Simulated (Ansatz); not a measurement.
# ScSn2Pt2, from a guessed structure to a relaxed one

Starting from a made-up structure for ScSn2Pt2, the aim is the relaxed cell, its shortest contacts and, where a second run follows, its electronic structure.

Program: Ansatz 0.2.0. Level of theory: DFT, r2SCAN, plane-wave PAW, files of the set soft_1, scalar-relativistic, no spin, cell and ions relaxed at zero pressure; PAW set soft_1, in the first sound run; inputs show where later runs differ. Results are calculated unless marked as measured.

## Step 1: Starting point

It takes space group I4/mmm (No. 139, tetragonal). The conventional cell has a = 4.370 Å, b = 4.370 Å, c = 10.211 Å, α = 90.00°, β = 90.00°, γ = 90.00°. Nearest to Pt lie 4 Sn at 2.53 Å and 4 Pt at 3.09 Å and 4 Sc at 3.36 Å. Nearest to Sn lie 4 Pt at 2.53 Å and 1 Sn at 2.57 Å and 4 Sc at 3.35 Å. Sc has 8 Sn at 3.35 Å and 8 Pt at 3.36 Å nearest. Farther neighbours are not listed.

Structure file:

```cif
data_structure
_symmetry_space_group_name_H-M 'P 1'
_symmetry_Int_Tables_number 1
_cell_length_a 5.9678
_cell_length_b 5.9678
_cell_length_c 5.9678
_cell_angle_alpha 137.045
_cell_angle_beta 137.045
_cell_angle_gamma 62.368
_cell_volume 97.50
loop_
_atom_site_label
_atom_site_type_symbol
_atom_site_fract_x
_atom_site_fract_y
_atom_site_fract_z
_atom_site_occupancy
Pt1 Pt 0.25000 0.75000 0.50000 1
Pt2 Pt 0.75000 0.25000 0.50000 1
Sn3 Sn 0.62580 0.62580 0.00000 1
Sn4 Sn 0.37420 0.37420 0.00000 1
Sc5 Sc 0.00000 0.00000 0.00000 1
```

## Step 2: Relaxing cell and atoms

The guessed cell has no reason to be at equilibrium. It is relaxed with the atoms, within the space group of the guess.

The input, input.yaml:

```yaml
crystal:
  lattice:
    - [-2.185, 2.185, 5.1055]
    - [2.185, -2.185, 5.1055]
    - [2.185, 2.185, -5.1055]
  atoms:
    - { symbol: Pt, position: [0.25, 0.75, 0.5] }
    - { symbol: Pt, position: [0.75, 0.25, 0.5] }
    - { symbol: Sn, position: [0.6258, 0.6258, 0.0] }
    - { symbol: Sn, position: [0.3742, 0.3742, 0.0] }
    - { symbol: Sc, position: [0.0, 0.0, 0.0] }
kpoints:
  mp_grid: { grid: [9, 9, 9] }
scf:
  occupations: { method: fermi_dirac, width: 0.05 }
hamiltonian:
  xc: r2scan
  pseudopotentials: { kind: paw, azcp: { folder: soft_1 } }
relax:
  f_tol: 0.015
  max_steps: 70
  cell: {}
output:
  forces: true
  stress: true
```

The run is started by

```console
$ ansatz run input.yaml --threads 4 --pin off --max-ram 8192MiB --backend cpu --events-out ev --progress --plain --runs-dir out
```

Numbers of over 12 decimals in the logs are rounded to 6 here.

Output:

```text
Engine: ansatz 0.2.0, x86_64-unknown-linux-gnu
Pseudopotentials: kind: paw
Pseudopotential: Pt, paw, valence charge 18, recommended cutoff 500 eV (meta_gga), soft_1/Pt.paw.azcp
Pseudopotential: Sn, paw, valence charge 14, recommended cutoff 500 eV (meta_gga), soft_1/Sn.paw.azcp
Pseudopotential: Sc, paw, valence charge 11, recommended cutoff 500 eV (meta_gga), soft_1/Sc.paw.azcp
Functional definition: r2SCAN
  parameter k0 = 0.174
  parameter k1 = 0.065
  parameter a1 = 4.9479
  exchange = r2scan_x(k0 = k0, k1 = k1, a1 = a1)
  correlation = r2scan_c
Crystal: 5 atoms, lattice volume = 97.499 Å³
Basis set: ecut = 500 eV, 2467 PW (Γ), exchange–correlation on 180×180×180 points (64 copies of the dense FFT grid, shifted against one another)
Bands: 45, of which v1, the nominal top of the filled ones, is band 38 counted from 1 (37 counted from 0)
Symmetry: 16 space group operations
Space group: I4/mmm (ITA 139), of the structure as read, at distance tolerance 4.6e-5 Å
k-points: 75 of 729
Non-local potential: Pt, projectors of the file, l = 0: 3, l = 1: 2, l = 2: 2, l = 3: 1
Non-local potential: Sn, projectors of the file, l = 0: 2, l = 1: 2, l = 2: 2, l = 3: 1
Non-local potential: Sc, projectors of the file, l = 0: 3, l = 1: 2, l = 2: 3, l = 3: 1
PAW form: soft (Blöchl's): semilocal exchange-correlation on the pseudo side does not see the compensation charge
PAW frozen core: Pt, regenerated for the run's functional (the file was generated under x = pbe(κ = 0.804, μ = 0.219515), c = pbe(β = 0.066725))
PAW frozen core: Sn, regenerated for the run's functional (the file was generated under x = pbe(κ = 0.804, μ = 0.219515), c = pbe(β = 0.066725))
PAW frozen core: Sc, regenerated for the run's functional (the file was generated under x = pbe(κ = 0.804, μ = 0.219515), c = pbe(β = 0.066725))
PAW one-centre angular grid: Pt, 590 points (default); XC on 160 Gauss nodes
PAW one-centre angular grid: Sn, 590 points (default); XC on 160 Gauss nodes
PAW one-centre angular grid: Sc, 590 points (default); XC on 224 Gauss nodes
Initial density: superposition of atomic densities (chi_scale 0.1, normalization cell, long waves kept (reshape's long-wave potential 0.01 eV rms))
Initial wavefunctions: pseudopotential atomic-orbital guess
Functional: x = r2scan, c = r2scan; τ floored in thin density (d = 2e-4 eV/Å³)
SCF iter   1: F=—  HF=-39300.586832 eV  |F-HF|=—  |Δ(HF+E_count)|=         —  Δρ=1.65e-1  dr2=6.08e1  dr2_τ=2.15e0  ethr=3.10e-3  ⟨swp⟩=6.4  Hψ=12622  notcnv=0
preconditioner: auto → Kerker (q_TF=auto, 2.612 Å⁻¹)  [metal: Δε(μ)=0.005 eV  Ē_g=12.943 eV  σ=0.050 eV  W_gap=0.03  n_scr=32 (ndim 8)  ℏωp=26.9 eV  f_vac=0.000  D(μ)=5.23/eV (n_scr^D=36)]
SCF iter   2: F=—  HF=-39296.664385 eV  |F-HF|=—  |Δ(HF+E_count)|=    3.92e0  Δρ=6.27e-2  dr2=5.66e0  dr2_τ=3.00e0  ethr=3.10e-3  ⟨swp⟩=4.0  Hψ=7852  notcnv=0  defer=9
SCF iter   3: F=—  HF=-39296.504137 eV  |F-HF|=—  |Δ(HF+E_count)|=   1.60e-1  Δρ=3.35e-2  dr2=1.63e0  dr2_τ=8.02e-2  ethr=3.10e-3  ⟨swp⟩=2.4  Hψ=4737  notcnv=0  defer=127
SCF iter   4: F=—  HF=-39296.416187 eV  |F-HF|=—  |Δ(HF+E_count)|=   8.80e-2  Δρ=2.40e-2  dr2=1.08e0  dr2_τ=4.60e-2  ethr=2.17e-3  ⟨swp⟩=3.4  Hψ=6980  notcnv=0  defer=126
SCF iter   5: F=—  HF=-39296.321342 eV  |F-HF|=—  |Δ(HF+E_count)|=   9.48e-2  Δρ=9.50e-3  dr2=1.80e-1  dr2_τ=1.93e-3  ethr=1.43e-3  ⟨swp⟩=2.5  Hψ=4193  notcnv=0  defer=89
SCF iter   6: F=—  HF=-39296.303220 eV  |F-HF|=—  |Δ(HF+E_count)|=   1.81e-2  Δρ=3.23e-3  dr2=2.33e-2  dr2_τ=2.82e-4  ethr=2.39e-4  ⟨swp⟩=2.2  Hψ=3880  notcnv=0  defer=84
SCF iter   7: F=—  HF=-39296.300759 eV  |F-HF|=—  |Δ(HF+E_count)|=   2.46e-3  Δρ=1.01e-3  dr2=2.66e-3  dr2_τ=4.70e-5  ethr=3.11e-5  ⟨swp⟩=2.1  Hψ=3869  notcnv=0  defer=79
SCF iter   8: F=—  HF=-39296.300537 eV  |F-HF|=—  |Δ(HF+E_count)|=   2.22e-4  Δρ=3.84e-4  dr2=3.88e-4  dr2_τ=7.30e-6  ethr=3.54e-6  ⟨swp⟩=1.7  Hψ=3558  notcnv=0  defer=79
SCF iter   9: F=—  HF=-39296.300509 eV  |F-HF|=—  |Δ(HF+E_count)|=   2.78e-5  Δρ=1.54e-4  dr2=5.50e-5  dr2_τ=1.44e-6  ethr=5.17e-7  ⟨swp⟩=1.6  Hψ=3383  notcnv=0  defer=79
SCF iter  10: F=—  HF=-39296.300469 eV  |F-HF|=—  |Δ(HF+E_count)|=   3.97e-5  Δρ=3.04e-5  dr2=2.03e-6  dr2_τ=3.75e-8  ethr=7.33e-8  ⟨swp⟩=1.8  Hψ=3623  notcnv=0  defer=79
SCF iter  11: F=-39296.300469 eV  HF=-39296.300469 eV  |F-HF|=5.02e-9  |Δ(HF+E_count)|=   1.31e-7  Δρ=9.01e-6  dr2=6.43e-8  dr2_τ=5.91e-9  ethr=1.33e-10  ⟨swp⟩=3.9  Hψ=13830  notcnv=0
SCF 1 converged in 11 iterations: F = -39296.300469 eV  dr2 = 6.43e-8
  greatest PAW one-centre occupation: 1.000 electrons in one spin orbital (limit 2), on the Pt atom at site 1 (counted from 0), in its partial waves of l = 0
relax step   1: F+E_penalty+E_count = -39296.30046945 eV  Δ(F+E_penalty+E_count) = +0.000e0 eV  max|allowed force component| = 5.148e-1 eV/Å  Δτ_max = 0.0000 Å  P = +15.462 GPa  Ω = 97.499 Å³  (11 SCF iters, dr2 threshold 1.00e-7 eV, accepted)
Crystal: 5 atoms, lattice volume = 110.899 Å³
Basis set: ecut = 500 eV, 2823 PW (Γ), exchange–correlation on 180×180×180 points (64 copies of the dense FFT grid, shifted against one another)
Initial density: handed on by an earlier stage of this run
Initial wavefunctions: those handed on with the density
iter 1 solved again at ethr=1.25e-3 eV; its pass at ethr=3.10e-3 eV (dr2=9.35e-1 eV) is discarded
SCF iter   1: F=—  HF=-39295.147369 eV  |F-HF|=—  |Δ(HF+E_count)|=         —  Δρ=1.86e-2  dr2=9.40e-1  dr2_τ=1.03e0  ethr=1.25e-3  ⟨swp⟩=1.2  Hψ=17328  notcnv=0
preconditioner: auto → Kerker (q_TF=auto, 2.556 Å⁻¹)  [metal: Δε(μ)=0.029 eV  Ē_g=13.136 eV  σ=0.050 eV  W_gap=0.14  n_scr=32 (ndim 8)  ℏωp=25.2 eV  f_vac=0.000  D(μ)=2.92/eV (n_scr^D=14)]
SCF iter   2: F=—  HF=-39296.718816 eV  |F-HF|=—  |Δ(HF+E_count)|=    1.57e0  Δρ=7.13e-3  dr2=7.32e-2  dr2_τ=4.75e-2  ethr=1.25e-3  ⟨swp⟩=2.1  Hψ=5210  notcnv=0
SCF iter   3: F=—  HF=-39296.717577 eV  |F-HF|=—  |Δ(HF+E_count)|=   1.24e-3  Δρ=3.62e-3  dr2=3.24e-2  dr2_τ=8.68e-4  ethr=9.75e-5  ⟨swp⟩=2.0  Hψ=4445  notcnv=0  defer=68
SCF iter   4: F=—  HF=-39296.715287 eV  |F-HF|=—  |Δ(HF+E_count)|=   2.29e-3  Δρ=1.61e-3  dr2=1.13e-2  dr2_τ=1.03e-4  ethr=4.32e-5  ⟨swp⟩=2.4  Hψ=4681  notcnv=0  defer=68
SCF iter   5: F=—  HF=-39296.714097 eV  |F-HF|=—  |Δ(HF+E_count)|=   1.19e-3  Δρ=4.91e-4  dr2=6.71e-4  dr2_τ=2.10e-5  ethr=1.51e-5  ⟨swp⟩=2.2  Hψ=4186  notcnv=0  defer=68
SCF iter   6: F=—  HF=-39296.714088 eV  |F-HF|=—  |Δ(HF+E_count)|=   8.34e-6  Δρ=1.99e-4  dr2=1.14e-4  dr2_τ=3.27e-6  ethr=8.94e-7  ⟨swp⟩=2.1  Hψ=5456  notcnv=0  defer=68
[...]
SCF iter   1: F=—  HF=-39296.705079 eV  |F-HF|=—  |Δ(HF+E_count)|=         —  Δρ=3.21e-3  dr2=2.85e-2  dr2_τ=3.13e-2  ethr=3.76e-5  ⟨swp⟩=1.2  Hψ=15003  notcnv=0
preconditioner: auto → Kerker (q_TF=auto, 2.566 Å⁻¹)  [metal: Δε(μ)=0.015 eV  Ē_g=13.062 eV  σ=0.050 eV  W_gap=0.07  n_scr=32 (ndim 8)  ℏωp=25.5 eV  f_vac=0.000  D(μ)=2.77/eV (n_scr^D=14)]
SCF iter   2: F=—  HF=-39296.748917 eV  |F-HF|=—  |Δ(HF+E_count)|=   4.38e-2  Δρ=1.08e-3  dr2=1.07e-3  dr2_τ=1.18e-3  ethr=3.76e-5  ⟨swp⟩=2.0  Hψ=4960  notcnv=0
SCF iter   3: F=—  HF=-39296.749161 eV  |F-HF|=—  |Δ(HF+E_count)|=   2.45e-4  Δρ=5.55e-4  dr2=6.16e-4  dr2_τ=1.38e-5  ethr=1.43e-6  ⟨swp⟩=2.5  Hψ=5090  notcnv=0
SCF iter   4: F=—  HF=-39296.749124 eV  |F-HF|=—  |Δ(HF+E_count)|=   3.69e-5  Δρ=1.75e-4  dr2=1.13e-4  dr2_τ=1.09e-6  ethr=8.21e-7  ⟨swp⟩=2.3  Hψ=4594  notcnv=0
SCF iter   5: F=—  HF=-39296.749071 eV  |F-HF|=—  |Δ(HF+E_count)|=   5.32e-5  Δρ=5.85e-5  dr2=1.14e-5  dr2_τ=3.11e-7  ethr=1.50e-7  ⟨swp⟩=2.0  Hψ=4456  notcnv=0
SCF iter   6: F=—  HF=-39296.749071 eV  |F-HF|=—  |Δ(HF+E_count)|=   3.36e-7  Δρ=2.27e-5  dr2=9.32e-7  dr2_τ=2.25e-8  ethr=1.52e-8  ⟨swp⟩=2.2  Hψ=4318  notcnv=0
SCF iter   7: F=-39296.749071 eV  HF=-39296.749071 eV  |F-HF|=3.99e-8  |Δ(HF+E_count)|=   4.97e-7  Δρ=8.01e-6  dr2=9.48e-8  dr2_τ=4.70e-9  ethr=6.67e-10  ⟨swp⟩=5.0  Hψ=11066  notcnv=0
SCF 3 converged in 7 iterations: F = -39296.749071 eV  dr2 = 9.48e-8
relax step   3: F+E_penalty+E_count = -39296.74907144 eV  Δ(F+E_penalty+E_count) = -3.500e-2 eV  max|allowed force component| = 4.033e-2 eV/Å  Δτ_max = 0.0085 Å  P = -0.585 GPa  Ω = 108.469 Å³  energy of the carried Pulay correction = -2.625e-3 eV  (7 SCF iters, dr2 threshold 5.00e-7 eV, accepted)
[...]
relax step   4: F+E_penalty+E_count = -39296.75060971 eV  Δ(F+E_penalty+E_count) = -1.538e-3 eV  max|allowed force component| = 4.929e-3 eV/Å  Δτ_max = 0.0046 Å  P = +0.059 GPa  Ω = 107.785 Å³  energy of the carried Pulay correction = -2.470e-3 eV  (6 SCF iters, dr2 threshold 5.00e-7 eV, accepted)
[...]
relax step   5: F+E_penalty+E_count = -39296.75079131 eV  Δ(F+E_penalty+E_count) = -1.816e-4 eV  max|allowed force component| = 8.789e-3 eV/Å  Δτ_max = 0.0015 Å  P = +0.036 GPa  Ω = 107.777 Å³  energy of the carried Pulay correction = -2.468e-3 eV  (6 SCF iters, dr2 threshold 8.73e-8 eV, accepted)
[...]
relax step   6: F+E_penalty+E_count = -39296.75115219 eV  Δ(F+E_penalty+E_count) = -3.609e-4 eV  max|allowed force component| = 1.823e-3 eV/Å  Δτ_max = 0.0077 Å  P = -0.004 GPa  Ω = 107.652 Å³  energy of the carried Pulay correction = -2.439e-3 eV  (7 SCF iters, dr2 threshold 4.02e-8 eV, accepted)
Basis set: ecut = 500 eV, 2751 PW (Γ), exchange–correlation on 192×192×192 points (64 copies of the dense FFT grid, shifted against one another)
Initial wavefunctions: pseudopotential atomic-orbital guess (no wavefunctions were taken with the density)
iter 1 solved again at ethr=1.04e-7 eV; its pass at ethr=3.10e-3 eV (dr2=7.79e-5 eV) is discarded
SCF iter   1: F=—  HF=-39296.748862 eV  |F-HF|=—  |Δ(HF+E_count)|=         —  Δρ=7.13e-4  dr2=1.48e-5  dr2_τ=4.61e-5  ethr=1.04e-7  ⟨swp⟩=4.1  Hψ=21991  notcnv=0
preconditioner: auto → Kerker (q_TF=auto, 2.569 Å⁻¹)  [metal: Δε(μ)=0.002 eV  Ē_g=13.134 eV  σ=0.050 eV  W_gap=0.01  n_scr=32 (ndim 8)  ℏωp=25.6 eV  f_vac=0.000  D(μ)=2.75/eV (n_scr^D=14)]
SCF iter   2: F=—  HF=-39296.752494 eV  |F-HF|=—  |Δ(HF+E_count)|=   3.63e-3  Δρ=3.62e-4  dr2=3.70e-6  dr2_τ=5.84e-5  ethr=1.97e-8  ⟨swp⟩=2.0  Hψ=5557  notcnv=0
SCF iter   3: F=—  HF=-39296.753986 eV  |F-HF|=—  |Δ(HF+E_count)|=   1.49e-3  Δρ=1.65e-5  dr2=1.74e-7  dr2_τ=8.53e-8  ethr=4.94e-9  ⟨swp⟩=2.0  Hψ=5782  notcnv=0
SCF iter   4: F=—  HF=-39296.753988 eV  |F-HF|=—  |Δ(HF+E_count)|=   1.62e-6  Δρ=5.63e-6  dr2=2.00e-8  dr2_τ=4.39e-9  ethr=2.32e-10  ⟨swp⟩=2.0  Hψ=5531  notcnv=0
SCF iter   5: F=—  HF=-39296.753988 eV  |F-HF|=—  |Δ(HF+E_count)|=   7.38e-8  Δρ=2.00e-6  dr2=4.21e-9  dr2_τ=1.87e-10  ethr=2.66e-11  ⟨swp⟩=2.0  Hψ=5547  notcnv=0
SCF iter   6: F=—  HF=-39296.753988 eV  |F-HF|=—  |Δ(HF+E_count)|=   1.01e-8  Δρ=6.86e-7  dr2=8.39e-10  dr2_τ=6.53e-11  ethr=5.61e-12  ⟨swp⟩=2.0  Hψ=5555  notcnv=0
SCF iter   7: F=—  HF=-39296.753988 eV  |F-HF|=—  |Δ(HF+E_count)|=  5.17e-10  Δρ=2.91e-7  dr2=1.63e-10  dr2_τ=2.09e-11  ethr=1.12e-12  ⟨swp⟩=2.0  Hψ=5526  notcnv=0
SCF iter   8: F=-39296.753988 eV  HF=-39296.753988 eV  |F-HF|=7.28e-12  |Δ(HF+E_count)|=  5.82e-11  Δρ=1.11e-7  dr2=2.22e-11  dr2_τ=4.87e-13  ethr=1.00e-12  ⟨swp⟩=5.0  Hψ=11558  notcnv=0
SCF 7 converged in 8 iterations: F = -39296.753988 eV  dr2 = 2.22e-11
relax step   7: F+E_penalty+E_count = -39296.75398786 eV  Δ(F+E_penalty+E_count) = -2.836e-3 eV  max|allowed force component| = 1.822e-3 eV/Å  Δτ_max = 0.0000 Å  P = +0.007 GPa  Ω = 107.652 Å³  stress off target by 8.72e-3 GPa  SCF on the basis re-selected at this cell (its energy is not comparable with the rows above)  (8 SCF iters)
basis re-selected at this cell: Δ(F+E_penalty+E_count) = -2.836e-3 eV, ΔP = +0.010 GPa vs the last step (what re-selecting the basis moved, of the pressure what is left beyond the Pulay correction that the steps carried, after the strain that the cell walked since its last selection, with what the two solves' SCF thresholds leave and, on support functions, any second-order correction that the steps lacked; it is no measure of the basis error at this ecutwfc). The dense FFT grid was sized anew with the basis: this SCF ran on 48×48×48 points, the steps before it on 45×45×45, so part of this shift can come from that change (see relax.cell in the input reference). [rest of the remark cut]
SCF converged after 8 iterations
Free energy (F): -39296.753988 eV
Harris-Foulkes:  -39296.753988 eV  (|F-HF|=7.28e-12)
Internal energy: -39296.731524 eV  (E = F + TS)
E sigma→0 (E₀):  -39296.742756 eV
Entropy (-TS):   -0.022464 eV (-4.493 meV/atom)
Fermi energy:    14.219218 eV
--- Per-component energies (eV) ---
  E_band       = -844.258771
  E_kinetic    = 1741.688298
  E_local      = -7415.810638  (includes V_loc(G=0)·N_el)
  E_nonlocal   = 843.802313
  E_hartree    = 3165.535957
  E_xc         = -753.378390
  E_vxc        = -887.372893  (∫ρ·V_xc dr)
  E_paw        = -28813.338444  (= ΣΔE_a)
  E_vpaw       = -1517.151689  (= ΣTr[D̂ρ^β])
  E_aug_tail   = 0.001624  (compensation charges beyond the density's cutoff)
  E_vtau       = 59.512153  (kinetic-family band-sum trace: ∫τ·v_τ [+ j·A + Jᵃ·Aᵃ] dr)
  E_ewald      = -8066.001162
  E_core_change = 0.768917  (= ΣΔE_core)
  E_smearing   = -0.022464  (= −TS)
  E_closure    = 0.000000  (closes the sum)
  Σ components = -39296.753988   (vs F -39296.753988, Δ=0.00e0)
--- Forces (eV/Å), atoms counted from 1 ---
  atom   1  Pt     0.00000000     0.00000000     0.00000000
  atom   2  Pt    -0.00000000    -0.00000000     0.00000000
  atom   3  Sn     0.00000000    -0.00000000     0.00182189
  atom   4  Sn     0.00000000     0.00000000    -0.00182189
  atom   5  Sc    -0.00000000     0.00000000     0.00000000
  max |Σ_I F_I| component: 8.67e-18 eV/Å
--- Stress (GPa, compression-positive) ---
        0.005767       0.000000      -0.000000
        0.000000       0.005767       0.000000
        0.000000       0.000000       0.008723
  P = ⅓ Tr σ = 0.0068 GPa (0.068 kbar)
--- Relaxed structure (6 steps of the walk, 6 accepted, 1 SCFs on fresh bases) ---
  F+E_penalty+E_count = -39296.75398786 eV   max|allowed force component| = 1.822e-3 eV/Å   (the final SCF, on the basis selected at the relaxed cell)
  cell:  # Å, volume = 107.6523 Å³
    - [-2.240770, 2.240770, 5.360051]
    - [2.240770, -2.240770, 5.360051]
    - [2.240770, 2.240770, -5.360051]
  atoms:
    - { symbol: Pt, position: [0.250000, 0.750000, 0.500000] }
    - { symbol: Pt, position: [0.750000, 0.250000, 0.500000] }
    - { symbol: Sn, position: [0.625609, 0.625609, 0] }
    - { symbol: Sn, position: [0.374391, 0.374391, 0] }
    - { symbol: Sc, position: [0, 0, 0] }
```

Wall time 33 s (4 threads of Intel Xeon Platinum 8559C (Emerald Rapids), shared host); peak memory 1.3 GiB; 2.1 min of CPU time.

The steps of the relaxation:

```csv
step,energy less that of the first step (eV),largest force component (eV/Å),pressure (GPa),volume (Å³)
1,0.0000,0.5148,15.46,97.50
2,-0.4136,0.4176,-3.30,110.90
3,-0.4486,0.0403,-0.59,108.47
4,-0.4501,0.0049,0.06,107.79
5,-0.4503,0.0088,0.04,107.78
6,-0.4507,0.0018,0.00,107.65
7*,-0.4535,0.0018,0.01,107.65
```

Relaxation steps marked * repeat the geometry before them on a plane-wave basis chosen anew for their cell, so energy and pressure can jump there.

Forces are held to the 16 operations that the run works with; a distortion that breaks them can't arise in this run.

```csv
"conventional cell, symmetrised",before,after,change
a (Å),4.370,4.482,+2.6 %
b (Å),4.370,4.482,+2.6 %
c (Å),10.211,10.720,+5.0 %
volume (Å³/atom),19.50,21.53,+10.4 %
```

The relaxed structure:

```cif
data_structure
_symmetry_space_group_name_H-M 'P 1'
_symmetry_Int_Tables_number 1
_cell_length_a 6.2267
_cell_length_b 6.2267
_cell_length_c 6.2267
_cell_angle_alpha 137.816
_cell_angle_beta 137.816
_cell_angle_gamma 61.184
_cell_volume 107.65
loop_
_atom_site_label
_atom_site_type_symbol
_atom_site_fract_x
_atom_site_fract_y
_atom_site_fract_z
_atom_site_occupancy
Pt1 Pt 0.25000 0.75000 0.50000 1
Pt2 Pt 0.75000 0.25000 0.50000 1
Sn3 Sn 0.62561 0.62561 0.00000 1
Sn4 Sn 0.37439 0.37439 0.00000 1
Sc5 Sc 0.00000 0.00000 0.00000 1
```

This step gave:

```
free energy             : -39296.7540 eV
energy at zero smearing : -39296.7428 eV
smearing term TS        : 0.02246 eV
Fermi energy            : 14.22 eV
electrons               : 75
symmetry operations     : 16
pressure                : 0.006752 GPa
```

The shortest distance of each pair, which need not be the same contact before and after:

```csv
pair,guess (Å),relaxed (Å)
Pt–Sn,2.526,2.608
Sn–Sn,2.569,2.693
Pt–Pt,3.090,3.169
Sc–Sn,3.346,3.443
Pt–Sc,3.360,3.493
```

The relaxation ends with a largest force component of 0.0018 eV/Å and a pressure of 0.01 GPa.

(Part 1 of 2 ends here.)

[Logs are printed without paths, hosts, clocks, repeated set-up lines and the standing remarks that a program may print on its own settings, such as how far it seeks lower states.]

[Hosts, paths, dates, database ids (printed as entryN), source tags and the programs' standing remarks are cut or masked in the printed files.]
